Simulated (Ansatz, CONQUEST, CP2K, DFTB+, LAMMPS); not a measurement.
**Codes compared on glassy 50SiO2-43CaO-7P2O5 (mol %) (85 atoms)**

Wanted: errors and costs of other methods on glassy 50SiO2-43CaO-7P2O5 (mol %) (85 atoms). A plane-wave run serves as the reference.

Main program and level: Ansatz 0.2.0; Kohn-Sham DFT, PBE, PAW, plane waves.

## (1) Starting point

The cell holds 85 atoms: 15 Si, 13 Ca, 4 P and 53 O. Cell: a = 10.610 Å, b = 10.610 Å, c = 10.610 Å, α = 90.0°, β = 90.0°, γ = 90.0°. 85 atoms (15 Si, 13 Ca, 4 P, 53 O) placed at random at 2.63 g/cm³, melted at 4000 K for 10 ps at fixed volume with the Morse and Coulomb pair potential with partial charges (Pedone, Malavasi, Menziani, Cormack and Segre, J. Phys. Chem. B 110, 11780 (2006)). Quenched from 4000 K to 300 K at 30 K/ps and fixed volume, held 10 ps at zero pressure.

## (2) The reference run

The PAW files are the set soft_2.

Contents of input.yaml:

```yaml
crystal:
  lattice:
    - [10.6103, 0.0, 0.0]
    - [0.0, 10.6103, 0.0]
    - [0.0, 0.0, 10.6103]
  atoms:
    - { symbol: Si, position: [0.09718, 0.57135, 0.54895] }
    - { symbol: Si, position: [0.42755, 0.77484, 0.42981] }
    - { symbol: Si, position: [0.6624, 0.65562, 0.58626] }
    - { symbol: Si, position: [0.18668, 0.31822, 0.12962] }
    [... 75 atom lines left out ...]
    - { symbol: O, position: [0.97876, 0.29175, 0.7678] }
    - { symbol: O, position: [0.34054, 0.32405, 0.11492] }
    - { symbol: O, position: [0.16667, 0.53335, 0.87756] }
    - { symbol: O, position: [0.48504, 0.38119, 0.30215] }
    - { symbol: O, position: [0.34624, 0.66576, 0.36689] }
    - { symbol: O, position: [0.50527, 0.52014, 0.10406] }
kpoints:
  mp_grid: { grid: [1, 1, 1] }
hamiltonian:
  xc: pbe
scf:
  occupations: { method: fermi_dirac, width: 0.05 }
output:
  forces: true
  eigenvalues: true
  populations: true
  stress: true
```

Started as:

```
$ ansatz run input.yaml --threads 4 --pin off --max-ram 8192MiB --backend cpu --events-out ev --progress --plain --runs-dir out
```

Log:

```text
[...]
Pseudopotentials: kind: paw
Pseudopotential: Si, paw, valence charge 4, recommended cutoff 420 eV (normal), Si.paw.azcp
Pseudopotential: Ca, paw, valence charge 10, recommended cutoff 420 eV (normal), Ca.paw.azcp
Pseudopotential: P, paw, valence charge 5, recommended cutoff 420 eV (normal), P.paw.azcp
Pseudopotential: O, paw, valence charge 6, recommended cutoff 420 eV (normal), O.paw.azcp
[...]
Crystal: 85 atoms, lattice volume = 1194.491 Å³
Basis set: ecut = 420 eV, 23439 PW (Γ), exchange–correlation on 144×144×144 points (8 copies of the dense FFT grid, shifted against one another)
Bands: 349, of which v1, the nominal top of the filled ones, is band 264 counted from 1 (263 counted from 0)
Symmetry: 1 space group operations
Space group: P1 (ITA 1), of the structure as read, at distance tolerance 1.1e-4 Å
k-points: 1
[...]
Initial density: superposition of atomic densities (neutral atoms: chi_scale 0, normalization atom), corrected by the library's trained network
Initial wavefunctions: pseudopotential atomic-orbital guess
[...]
SCF iter   1: F=—  HF=-66351.858052 eV  |F-HF|=—  |Δ(HF+E_count)|=         —  Δρ=2.12e-3  dr2=7.12e-2  ethr=1.77e-3  ⟨swp⟩=12.0  Hψ=2301  notcnv=0  defer=62
preconditioner: auto → Resta (q_TF=auto, 2.381 Å⁻¹)  ε∞=3.3  [insulator: Δε(μ)=3.714 eV  Ē_g=15.799 eV  σ=0.050 eV  W_gap=1.00  n_scr=256 (ndim 8)  ℏωp=24.1 eV  f_vac=0.128  D(μ)=0.00/eV (n_scr^D=0)  ε∞_Penn≈3.3]
[...]
SCF iter   8: F=—  HF=-66351.860166 eV  |F-HF|=—  |Δ(HF+E_count)|=   1.14e-6  Δρ=6.15e-6  dr2=4.03e-7  ethr=3.01e-10  ⟨swp⟩=3.0  Hψ=474  notcnv=0  defer=81
SCF iter   9: F=-66351.860166 eV  HF=-66351.860166 eV  |F-HF|=1.51e-8  |Δ(HF+E_count)|=   1.14e-7  Δρ=2.00e-6  dr2=4.58e-8  ethr=1.89e-11  ⟨swp⟩=17.0  Hψ=2418  notcnv=0
SCF 1 converged in 9 iterations: F = -66351.860166 eV  dr2 = 4.58e-8
[...]
SCF converged after 9 iterations
Free energy (F): -66351.860166 eV
Harris-Foulkes:  -66351.860166 eV  (|F-HF|=1.51e-8)
Internal energy: -66351.860166 eV  (E = F + TS)
E sigma→0 (E₀):  -66351.860166 eV
Fermi energy:    6.440892 eV
--- Per-component energies (eV) ---
[...]
Σ components = -66351.860166   (vs F -66351.860166, Δ=0.00e0)
--- Forces (eV/Å), atoms counted from 1 ---
  atom   1  Si    -1.50296364    -4.55766972     2.28325636
  atom   2  Si    -2.33025902    -0.03204400     2.38735656
  atom   3  Si    -1.27492253     0.47837014    -0.88325130
  atom   4  Si     2.38351535     2.08071891    -0.63827337
[...]
atom  85  O     -1.02155751     0.37167452    -0.60320341
  max |Σ_I F_I| component: 7.93e-5 eV/Å
--- Stress (GPa, compression-positive) ---
        4.149913       0.968652       0.463820
        0.968649       5.343042      -1.876886
        0.463822      -1.876884       5.020864
  P = ⅓ Tr σ = 4.8379 GPa (48.379 kbar)
--- Band table (eV) ---
  k-point 0: bands = ["-35.3256", "-34.8849", "-34.8292", "-34.8135", [... 333 levels ...], "12.2959", "12.3534", "12.4267", "12.4654", "12.5317", "12.5657", "12.6551", "12.6725", "12.7185", "12.7589", "12.7777", "12.8088"]
--- Löwdin populations: 85 sites ---
  site symbol       q [e]
     0     Si      2.3185
     1     Si      2.3250
     2     Si      2.2531
[...]
84      O      6.8155
  spilling = 0.014954 (of n_electrons = 528.000000)
```

The job ended after 15 s (4 threads of Intel Xeon Platinum 8175M at 2.50GHz (Skylake/Cascade Lake), shared host; peak memory 1.5 GiB).

Reading the cycles: dr2 is the Hartree energy of the density residual (eV), the measure of convergence; HF is the Harris–Foulkes estimate of the energy, which meets the free energy F at convergence.

The run gave:

```
free energy                                      : -66351.8602 eV
free energy per atom                             : -780.6101 eV/atom
SCF cycles                                       : 9
pressure                                         : 4.838 GPa
r.m.s. force component                           : 1.542 eV/Å
longest force                                    : 7.863 eV/Å
Fermi energy                                     : 6.441 eV
gap (highest filled to lowest empty level) : 3.651 eV
spilling of the projection                       : 0.01495
```

Neighbours are counted within 2.12 Å (O-Si), 2.98 Å (O-Ca), 1.98 Å (O-P).

Length of the force by element and coordination:

```
element  coordination  atoms  mean length of the force (eV/Å)  spread  least   most
     Ca           all     13                            0.779   0.200  0.328   1.08
     Ca             5      7                            0.807   0.212  0.328   1.02
     Ca             6      4                            0.793   0.203  0.513   1.08
     Ca             7      2                            0.651  0.0373  0.614  0.688
      O           all     53                             2.37    1.32  0.575   7.86
      O             2     17                             2.16    1.65  0.575   7.86
      O             3     29                             2.35    1.04  0.998   4.37
      O             4      7                             2.94    1.31   1.11   5.27
      P           all      4                             3.16   0.735   2.37   4.31
     Si           all     15                             3.14    1.10   1.44   5.31
```

Löwdin charges by element and coordination (they lack the spilled electrons, 0.093 e an atom on average):

```
element  coordination  atoms  mean charge (e)  spread   least    most
     Ca           all     13             1.75  0.0134    1.73    1.78
     Ca             5      7             1.75  0.0086    1.74    1.77
     Ca             6      4             1.75  0.0196    1.73    1.78
     Ca             7      2             1.77  0.0018    1.76    1.77
      O           all     53           -0.924  0.0962   -1.09  -0.778
      O             2     17           -0.834  0.0639  -0.963  -0.778
      O             3     29           -0.959  0.0814   -1.09  -0.826
      O             4      7           -0.997  0.0509   -1.04  -0.877
      P           all      4             2.17  0.0124    2.14    2.17
     Si           all     15             1.69  0.0349    1.61    1.75
```

The levels nearest the highest filled one (over half full), pooled over k-points and spins:

```
level less the highest filled one (eV)  occupation
                                 -0.53           2
                                -0.429           2
                                -0.307           2
                               -0.0866           2
                               -0.0691           2
                                     0           2
                                  3.65           0
                                  4.30           0
                                  4.40           0
                                  4.65           0
                                  4.83           0
                                  4.98           0
```

## (3) Structure statistics

Density 2.66 g/cm³, 14.05 Å³ an atom.

Pair distribution functions g(r), in bins of 0.2 Å:

```
r (Å)  total   O-O   O-Si  O-Ca    O-P  Si-Si  Si-Ca
 1.40   0.36  0.00   0.28  0.00   5.15   0.00   0.00
 1.60   3.23  0.00  12.00  0.00  10.25   0.00   0.00
 1.80   0.35  0.00   1.58  0.00   0.00   0.00   0.00
 2.00   0.00  0.00   0.00  0.00   0.00   0.00   0.00
 2.20   0.26  0.00   0.00  1.35   0.00   0.00   0.00
 2.40   1.19  0.92   0.00  4.40   0.00   0.00   0.00
 2.60   1.84  3.87   0.00  1.75   0.00   0.00   0.00
 2.80   0.65  1.20   0.00  0.80   0.00   0.00   0.59
 3.00   0.56  0.79   0.14  0.38   0.26   2.31   0.55
 3.20   0.97  1.02   0.41  0.41   0.22   5.91   2.39
 3.40   0.84  0.77   1.17  0.42   0.38   0.38   1.69
 3.60   1.29  1.07   1.19  1.12   1.05   0.00   2.85
 3.80   1.13  0.73   1.86  0.72   1.55   0.28   2.04
 4.00   1.06  0.74   1.91  0.83   0.84   1.58   0.60
 4.20   1.08  0.67   1.77  1.33   1.27   0.97   0.68
 4.40   1.00  0.89   1.17  1.21   1.16   1.29   0.24
 4.60   1.03  1.09   0.84  1.40   0.74   1.62   0.35
 4.80   1.08  1.14   0.68  1.71   0.78   1.11   0.54
 5.00   1.01  1.35   0.69  0.95   1.26   0.85   0.68
 5.20   0.90  1.05   0.57  0.71   1.00   1.42   1.17
```

Bonds by pair of elements; cutoffs follow the first minimum of g(r), held within bounds set by covalent radii, and pairs that aren't listed don't count as bonded:

```
pair A-B  cutoff (Å)  bonds  mean length (Å)  spread (Å)  shortest (Å)  B about A  A about B
    O-Si        2.12     60             1.62       0.064          1.50       1.13          4
    O-Ca        2.98     73             2.47       0.174          2.20       1.38       5.62
     O-P        1.98     16             1.53       0.036          1.48      0.302          4
```

How many atoms have how many bonded neighbours:

```
element  mean   2   3   4  5  6  7
     Ca  5.62   0   0   0  7  4  2
      O  2.81  17  29   7  0  0  0
      P     4   0   0   4  0  0  0
     Si     4   0   0  15  0  0  0
```

Oxygen atoms by the number of network formers (Si, P, Ge, B, Al, As, Ga) bound to them:

```
network formers bound to O  O atoms  per cent
                         0        0         0
                         1       30      56.6
                         2       23      43.4
```

Network units: each former by its oxygen neighbours and how many of them bridge to another former:

```
former  O neighbours  bridging O  atoms
    Si             4           2      4
    Si             4           3      9
    Si             4           4      2
     P             4           0      1
     P             4           1      3
```

Rings of the network by King's shortest-path rule, up to 12 atoms, one path for each pair of neighbours; H, halogens, alkali and alkaline-earth atoms are left out, and the last column divides by all other atoms, bonded or not:

```
ring size (atoms)  rings  per network atom
                8      1             0.014
               10      1             0.014
               12      1             0.014
```

## (4) The ladder

The programs:
- CONQUEST 1.3: pseudo-atomic orbitals (double zeta with polarisation, or contracted to multi-site or on-site support functions) with norm-conserving potentials on an integration grid.
- CP2K 2026.2: Gaussian basis with GTH pseudopotentials and a plane-wave density; labels give functional, basis (MOLOPT sets; SR short-range, UZH the newer set with its own potentials), grid cutoff/relative cutoff and solver (OT: orbital transformation; TRS4, TC2, SIGN: linear-scaling purification with its sparsity filter), or its built-in tight binding.
- DFTB+ 25.1: tight binding, with Slater–Koster sets (DFTB) or xTB through its tblite library.

All use the same cell and atoms; the electronic-structure runs use the same k-mesh, and an electronic temperature of 580 K (0.05 eV) where levels are smeared.

Differences are against the plane-wave reference, forces as r.m.s. over components; share is that over the reference's r.m.s. force, slope the least-squares factor from reference forces to these. Total energies of different programs have different zeros and aren't compared.

```
                                                          run  Δ force, r.m.s. (meV/Å)  share (%)  slope  Δ pressure (GPa)  Δ gap (eV)  cores  CPU time  memory (GiB)
                                                    reference                        -          -      -                 -           -      4      53 s           1.5
                                    CONQUEST LDA, grid 120 Ha                     91.7       5.95  0.998             -6.00      -0.254      4    11 min            11
                                    CONQUEST PBE, grid 120 Ha                      247       16.0  1.105              1.84     -0.0842      4    13 min            10
                 CP2K PBE, DZVP-MOLOPT-SR, 600/50 Ry, OT DIIS                      112       7.29  0.995             0.531      -0.129      4    35 min           3.2
CP2K RPBE, PBE potentials, DZVP-MOLOPT-SR, 600/50 Ry, OT DIIS                      173       11.2  0.976              2.36      0.0588      4    35 min           3.3
                                              DFTB+ IPEA1-xTB                      786       51.0  0.850             -4.73       -1.07      1      27 s          0.93
```

CPU time is summed over cores on a shared host, where runs went side by side, so it is rough. Symmetry, cutoffs, thresholds, outputs and thread counts weren't matched or tuned between programs; memory under MPI is the largest rank's times the ranks.

Left out of this page: CONQUEST PBE, grid 120 Ha, on-site functions, order-N, range 8 bohr (stopped by an internal error of the program).

Mean charges by element (e), by run and scheme:

```
                                                          run     scheme     Si     Ca      P      O
                                                    reference     Löwdin  +1.69  +1.75  +2.17  -0.92
                 CP2K PBE, DZVP-MOLOPT-SR, 600/50 Ry, OT DIIS   Mulliken  +0.79  +1.19  +0.74  -0.57
                 CP2K PBE, DZVP-MOLOPT-SR, 600/50 Ry, OT DIIS  Hirshfeld  +0.51  +0.50  +0.47  -0.30
CP2K RPBE, PBE potentials, DZVP-MOLOPT-SR, 600/50 Ry, OT DIIS   Mulliken  +0.81  +1.25  +0.76  -0.59
CP2K RPBE, PBE potentials, DZVP-MOLOPT-SR, 600/50 Ry, OT DIIS  Hirshfeld  +0.52  +0.52  +0.48  -0.31
                                              DFTB+ IPEA1-xTB   Mulliken  +0.25  +0.56  +0.38  -0.23
```

The reference's Löwdin charges lack the electrons that the projection spills, 0.093 e an atom on average.

## (5) Results

```
reference r.m.s. force component                       : 1.54 eV/Å
nearest in forces                                      : CONQUEST LDA, grid 120 Ha, 5.9 %
farthest in forces                                     : DFTB+ IPEA1-xTB, 51 %
cheapest electronic-structure run beside the reference : DFTB+ IPEA1-xTB, 27 s of CPU time
```

What this shows: The PBE runs in local orbitals differ by 7.3 % (CP2K PBE, DZVP-MOLOPT-SR, 600/50 Ry, OT DIIS) to 16 % (CONQUEST PBE, grid 120 Ha); basis, grid and potentials can all enter. Tight binding differs by 51 % (DFTB+ IPEA1-xTB); it is another model, with fitted parameters of its own, and the xTB methods hold dispersion. Rows with another functional or a dispersion term differ by 5.9 % (CONQUEST LDA, grid 120 Ha) to 11 % (CP2K RPBE, PBE potentials, DZVP-MOLOPT-SR, 600/50 Ry, OT DIIS), which mixes the change of model with differences of basis and potentials, some of them made for another functional. IPEA1-xTB was fitted to ionisation energies and electron affinities, not to forces or charges. CP2K RPBE, PBE potentials, DZVP-MOLOPT-SR, 600/50 Ry, OT DIIS needed 76 SCF steps, so its time overstates the method's usual cost. None of the electronic-structure runs in the table takes under half the reference's CPU time of 53 s; they take 0.51 to 40 times as much. CONQUEST PBE, grid 120 Ha stiffens the forces by a factor of 1.11 while following their directions (correlation 0.994); the slopes of the 2 CONQUEST runs lie between 1.00 and 1.11. At the same functional, gaps differ from the reference's 3.65 eV by between -0.13 and -0.08 eV. In pressure, CONQUEST PBE, grid 120 Ha misses by +1.8 GPa, at the same functional. Charges hang on model, scheme and program or settings: among these rows the mean for P runs from +0.38 to +2.17 e. In the reference: filled and empty levels are parted by 3.65 eV (at Γ alone); a semilocal functional tends to put such gaps too low. In a disordered cell it changes from sample to sample, and tail or defect levels can set it. In the reference: mean Löwdin charges: Ca +1.75, O -0.92, P +2.17, Si +1.69 e (they miss 1.5 % of the electrons, so they add up to more than the cell's charge). Periodic xTB results under one method name differ between programs and library versions (DFTB+ here holds tblite 0.3). The quench rate of 30 K/ps is many orders above laboratory rates, so the cell is likely richer in defects and strain than a real sample. The network of bonds at the start is that of the classical potential that made the cell, and needn't be the one that DFT or experiment would give. The electronic-structure runs sample only Γ, in a cell whose shortest periodic width is 11 Å.

[Also dropped from logs without a mark: logging warnings of Python, and SIESTA's first energy breakdown and zero terms.]

[Logs are printed without paths, hosts, clocks, repeated set-up lines and the standing remarks that a program may print on its own settings, such as how far it seeks lower states.]

[Hosts, paths, dates, database ids (printed as entryN), source tags and the programs' standing remarks are cut or masked in the printed files.]
